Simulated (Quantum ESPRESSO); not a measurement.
# Magnetic state of KCrF3 from several starts

Does KCrF3 prefer parallel or opposed moments?

Program: Quantum ESPRESSO 7.5. Level of theory: LDA; plane waves with GBRV 1.5 LDA potentials, no spin-orbit coupling. Results are calculated unless marked as measured.

### Step 1. Set-up

Symmetry: C2/m, No. 12, monoclinic system. The conventional cell has a = 7.977 Å, b = 8.575 Å, c = 5.826 Å, α = 90.00°, β = 133.11°, γ = 90.00°. Nearest to K lie 12 F at 2.79 to 3.21 Å. Cr has 6 F at 1.98 to 2.31 Å nearest. Nearest to Cr lie 6 F at 1.98 to 2.30 Å. Nearest to F lie 2 Cr at 1.98 to 2.30 Å and 4 K at 2.79 to 3.09 Å. Nearest to F lie 2 Cr at 1.98 to 2.31 Å and 4 K at 2.92 Å. Nearest to F lie 2 Cr at 2.00 to 2.02 Å and 4 K at 2.84 to 3.21 Å. Farther neighbours and most contacts between anions are not listed.

The cell comes from the Crystallography Open Database.

### Step 2. Start 1: ferro ++

The signs are those of the starting moments on the seeded atoms, the atoms that are given a moment.

File pw.in:

```
&CONTROL
  calculation = 'scf'
  prefix = 'pwscf'
  outdir = './tmp'
  pseudo_dir = './pseudo'
  disk_io = 'nowf'
/
&SYSTEM
  ibrav = 0
  celldm(1) = 8
  nat = 10
  ntyp = 3
  ecutwfc = 40
  ecutrho = 280
  nbnd = 61
  occupations = 'smearing'
  smearing = 'fd'
  degauss = 0.00367493
  nspin = 2
  starting_magnetization(1) = 0
  starting_magnetization(2) = 0.2143
  starting_magnetization(3) = 0
/
&ELECTRONS
  conv_thr = 2d-08
  electron_maxstep = 150
  mixing_beta = 0.3
/
ATOMIC_SPECIES
K      39.0983 k_lda_v1.4.uspp.F.UPF
Cr     51.9961 cr_lda_v1.5.uspp.F.UPF
F      18.9984 f_lda_v1.4.uspp.F.UPF
CELL_PARAMETERS alat
   0.9420908473870   -1.0128306056215    0.0000000000000
   0.9420908473870    1.0128306056215    0.0000000000000
  -0.9405799644852    0.0000000000000    1.0047336551355
ATOMIC_POSITIONS crystal
K       0.2516000000    0.7484000000    0.0000000000
K       0.7484000000    0.2516000000    0.0000000000
Cr      0.0000000000    0.0000000000    0.5000000000
Cr      0.5000000000    0.5000000000    0.5000000000
F       0.7980000000    0.7980000000    0.0370000000
F       0.2020000000    0.2020000000    0.9630000000
F       0.7305000000    0.2695000000    0.5000000000
F       0.2695000000    0.7305000000    0.5000000000
F       0.2800000000    0.2800000000    0.5580000000
F       0.7200000000    0.7200000000    0.4420000000
K_POINTS automatic
6 6 6 0 0 0
```

Command:

```bash
OMP_NUM_THREADS=1 mpirun -n 4 pw.x -nk 4 -in pw.in > pw.out
```

The log of the run:

```text
Program PWSCF v.7.5 starts

     Message from routine setup:
     using ibrav=0 with symmetry is DISCOURAGED, use correct ibrav instead

     K-points division:     npool     =       4
     Subspace diagonalization in iterative solution of the eigenvalue problem:

     G-vector sticks info
     --------------------
     sticks:   dense  smooth     PW     G-vecs:    dense   smooth      PW
     Sum        2727    1559    507                77649    33571    6225

     Using Slab Decomposition

     bravais-lattice index     =            0
     lattice parameter (alat)  =       8.0000  a.u.
     unit-cell volume          =     981.7039 (a.u.)^3
     number of atoms/cell      =           10
     number of atomic types    =            3
     number of electrons       =        88.00
     number of Kohn-Sham states=           61
     kinetic-energy cutoff     =      40.0000  Ry
     charge density cutoff     =     280.0000  Ry
     scf convergence threshold =      2.0E-08
     mixing beta               =       0.3000
     number of iterations used =            8  plain     mixing
     Exchange-correlation=  SLA  PZ   NOGX NOGC
                           (   1   1   0   0   0   0   0)

     celldm(1)=   8.000000  celldm(2)=   0.000000  celldm(3)=   0.000000
     celldm(4)=   0.000000  celldm(5)=   0.000000  celldm(6)=   0.000000

     crystal axes: (cart. coord. in units of alat)
               a(1) = (   0.942091  -1.012831   0.000000 )
               a(2) = (   0.942091   1.012831   0.000000 )
               a(3) = (  -0.940580   0.000000   1.004734 )

     reciprocal axes: (cart. coord. in units 2 pi/alat)
               b(1) = (  0.530734 -0.493666  0.496846 )
               b(2) = (  0.530734  0.493666  0.496846 )
               b(3) = ( -0.000000  0.000000  0.995289 )

     PseudoPot. # 1 for K  read from file:
     k_lda_v1.4.uspp.F.UPF
     Pseudo is Ultrasoft + core correction, Zval =  9.0
     Generated by new atomic code, or converted to UPF format
     Using radial grid of  841 points,  6 beta functions with:
                l(1) =   0
                l(2) =   0
                l(3) =   1
                l(4) =   1
                l(5) =   2
                l(6) =   2
     Q(r) pseudized with  6 coefficients,  rinner =    1.500   1.500   1.500
                                                       1.500   1.500

     PseudoPot. # 2 for Cr read from file:
     cr_lda_v1.5.uspp.F.UPF
     Pseudo is Ultrasoft + core correction, Zval = 14.0
     Generated by new atomic code, or converted to UPF format
     Using radial grid of  857 points,  6 beta functions with:
                l(1) =   0
                l(2) =   0
                l(3) =   1
                l(4) =   1
                l(5) =   2
                l(6) =   2
     Q(r) pseudized with  8 coefficients,  rinner =    0.950   0.950   0.950
                                                       0.950   0.950

     PseudoPot. # 3 for F  read from file:
     f_lda_v1.4.uspp.F.UPF
     Pseudo is Ultrasoft, Zval =  7.0
     Generated by new atomic code, or converted to UPF format
     Using radial grid of  799 points,  4 beta functions with:
                l(1) =   0
                l(2) =   0
                l(3) =   1
                l(4) =   1
     Q(r) pseudized with  8 coefficients,  rinner =    0.950   0.950   0.950

     atomic species   valence    mass     pseudopotential
     K                 9.00    39.09830     K ( 1.00)
     Cr               14.00    51.99610     Cr( 1.00)
     F                 7.00    18.99840     F ( 1.00)

     Starting magnetic structure
     atomic species   magnetization
     K               0.000
     Cr              0.214
     F               0.000

      4 Sym. Ops., with inversion, found

   Cartesian axes

     site n.     atom                  positions (alat units)
         1        K      tau(   1) = (   0.9420908   0.5031742   0.0000000  )
         2        K      tau(   2) = (   0.9420908  -0.5031742   0.0000000  )
         3        Cr     tau(   3) = (  -0.4702900   0.0000000   0.5023668  )
         4        Cr     tau(   4) = (   0.4718009   0.0000000   0.5023668  )
         5        F      tau(   5) = (   1.4687755  -0.0000000   0.0371751  )
         6        F      tau(   6) = (  -0.5251738   0.0000000   0.9675585  )
         7        F      tau(   7) = (   0.4718009  -0.4669149   0.5023668  )
         8        F      tau(   8) = (   0.4718009   0.4669149   0.5023668  )
         9        F      tau(   9) = (   0.0027273  -0.0000000   0.5606414  )
        10        F      tau(  10) = (   0.9408745   0.0000000   0.4440923  )

     number of k points=    68  Fermi-Dirac smearing, width (Ry)=  0.0037
                       cart. coord. in units 2pi/alat
        k(    1) = (   0.0000000   0.0000000   0.0000000), wk =   0.0046296
        k(    2) = (   0.0000000   0.0000000   0.1658814), wk =   0.0092593
        k(    3) = (   0.0000000   0.0000000   0.3317629), wk =   0.0092593
        k(    4) = (   0.0000000   0.0000000  -0.4976443), wk =   0.0046296
        k(    5) = (   0.0884557   0.0822777   0.0828077), wk =   0.0185185
        [... 63 further k-points ...]

     Dense  grid:    77649 G-vectors     FFT dimensions: (  60,  60,  60)

     Smooth grid:    33571 G-vectors     FFT dimensions: (  45,  45,  45)

     Check: negative core charge=   -0.000004
     Generating pointlists ...
     new r_m :   0.2717 (alat units)  2.1732 (a.u.) for type    1
     new r_m :   0.1926 (alat units)  1.5408 (a.u.) for type    2
     new r_m :   0.1926 (alat units)  1.5408 (a.u.) for type    3

     Initial potential from superposition of free atoms

     starting charge      84.9944, renormalised to      88.0000

     negative rho (up, down):  1.344E-03 8.672E-04
     Starting wfcs are   60 randomized atomic wfcs +    1 random wfcs

     Self-consistent Calculation

     iteration #  1     ecut=    40.00 Ry     beta= 0.30
     Davidson diagonalization with overlap
     ethr =  1.00E-02,  avg # of iterations =  7.7

     Threshold (ethr) on eigenvalues was too large:
     Diagonalizing with lowered threshold

     Davidson diagonalization with overlap
     ethr =  4.66E-04,  avg # of iterations =  2.1

     negative rho (up, down):  4.237E-04 1.613E-03

     total energy              =    -757.02463553 Ry
     estimated scf accuracy    <       0.42430769 Ry

     total magnetization       =     8.00 Bohr mag/cell
     absolute magnetization    =     8.03 Bohr mag/cell

     iteration #  2     ecut=    40.00 Ry     beta= 0.30
     Davidson diagonalization with overlap
     ethr =  4.82E-04,  avg # of iterations =  2.0

     negative rho (up, down):  0.000E+00 2.433E-03

     total energy              =    -757.02706062 Ry
     estimated scf accuracy    <       0.11724564 Ry

     total magnetization       =     8.00 Bohr mag/cell
     absolute magnetization    =     8.04 Bohr mag/cell

     iteration #  3     ecut=    40.00 Ry     beta= 0.30
     Davidson diagonalization with overlap
     ethr =  1.33E-04,  avg # of iterations =  8.9

     negative rho (up, down):  0.000E+00 2.761E-03

     total energy              =    -757.03506097 Ry
     estimated scf accuracy    <       0.03334743 Ry

     total magnetization       =     8.00 Bohr mag/cell
     absolute magnetization    =     8.06 Bohr mag/cell

     [... further iterations left out ...]

     iteration #  9     ecut=    40.00 Ry     beta= 0.30
     Davidson diagonalization with overlap
     ethr =  1.00E-08,  avg # of iterations =  2.1

     negative rho (up, down):  0.000E+00 7.303E-03

     total energy              =    -757.04362566 Ry
     estimated scf accuracy    <       0.00000073 Ry

     total magnetization       =     8.00 Bohr mag/cell
     absolute magnetization    =     8.08 Bohr mag/cell

     iteration # 10     ecut=    40.00 Ry     beta= 0.30
     Davidson diagonalization with overlap
     ethr =  8.24E-10,  avg # of iterations =  3.9

     negative rho (up, down):  0.000E+00 7.304E-03

     total energy              =    -757.04362593 Ry
     estimated scf accuracy    <       0.00000009 Ry

     total magnetization       =     8.00 Bohr mag/cell
     absolute magnetization    =     8.08 Bohr mag/cell

     iteration # 11     ecut=    40.00 Ry     beta= 0.30
     Davidson diagonalization with overlap
     ethr =  9.68E-11,  avg # of iterations =  3.5

     negative rho (up, down):  0.000E+00 7.301E-03

     total energy              =    -757.04362597 Ry
     estimated scf accuracy    <       0.00000003 Ry

     total magnetization       =     8.00 Bohr mag/cell
     absolute magnetization    =     8.08 Bohr mag/cell

     iteration # 12     ecut=    40.00 Ry     beta= 0.30
     Davidson diagonalization with overlap
     ethr =  3.11E-11,  avg # of iterations =  2.5

     negative rho (up, down):  0.000E+00 7.301E-03

     Magnetic moment per site  (integrated on atomic sphere of radius R)
     atom   1 (R=0.272)  charge=  7.5459  magn=  0.0033
     atom   2 (R=0.272)  charge=  7.5459  magn=  0.0033
     atom   3 (R=0.193)  charge= 11.0088  magn=  3.0551
     atom   4 (R=0.193)  charge= 11.0063  magn=  3.0363
     atom   5 (R=0.193)  charge=  6.4292  magn=  0.0375
     atom   6 (R=0.193)  charge=  6.4292  magn=  0.0375
     atom   7 (R=0.193)  charge=  6.4287  magn=  0.0378
     atom   8 (R=0.193)  charge=  6.4287  magn=  0.0378
     atom   9 (R=0.193)  charge=  6.4513  magn=  0.0330
     atom  10 (R=0.193)  charge=  6.4513  magn=  0.0330

     End of self-consistent calculation

     Number of k-points >= 100: set verbosity='high' to print the bands.

     the Fermi energy is     7.7941 ev

!    total energy              =    -757.04362598 Ry
     estimated scf accuracy    <          2.1E-09 Ry
     smearing contrib. (-TS)   =      -0.00064761 Ry
     internal energy E=F+TS    =    -757.04297837 Ry

     The total energy is F=E-TS. E is the sum of the following terms:
     one-electron contribution =    -420.44405992 Ry
     hartree contribution      =     249.17490904 Ry
     xc contribution           =    -117.54913656 Ry
     ewald contribution        =    -468.22469093 Ry

     total magnetization       =     8.00 Bohr mag/cell
     absolute magnetization    =     8.08 Bohr mag/cell

     convergence has been achieved in  12 iterations

=------------------------------------------------------------------------------=
   JOB DONE.
=------------------------------------------------------------------------------=
```

Run time: 8 min. Hardware: 4 MPI ranks of Arm Neoverse N1, shared host; peak memory 1.2 GiB; 32 min of CPU time.

Spin moment in the atom's sphere by atom:

```
atom  spin moment in the atom's sphere (μB)
  K1                                   0.00
  K2                                   0.00
 Cr3                                   3.06
 Cr4                                   3.04
  F5                                   0.04
  F6                                   0.04
  F7                                   0.04
  F8                                   0.04
  F9                                   0.03
 F10                                   0.03
```

Read from the output:

| Property | Result |
| --- | --- |
| smearing term TS | 0.008811 eV |
| magnetization | 8 μB |
| absolute magnetization | 8.084 μB |
| final state | ferromagnetic |

(Part 1 of 2 ends here.)

[Logs and program files are shortened in this print: banners, set-up blocks, solver, clock and traceback lines can be left out without a mark of their own.]

[Logs are printed without paths, hosts, clocks, repeated set-up lines and the standing remarks that a program may print on its own settings, such as how far it seeks lower states.]

[Hosts, paths, dates, database ids (printed as entryN), source tags and the programs' standing remarks are cut or masked in the printed files.]

[Where a cell is said to come from a database of computed structures, the database is the Materials Project.]
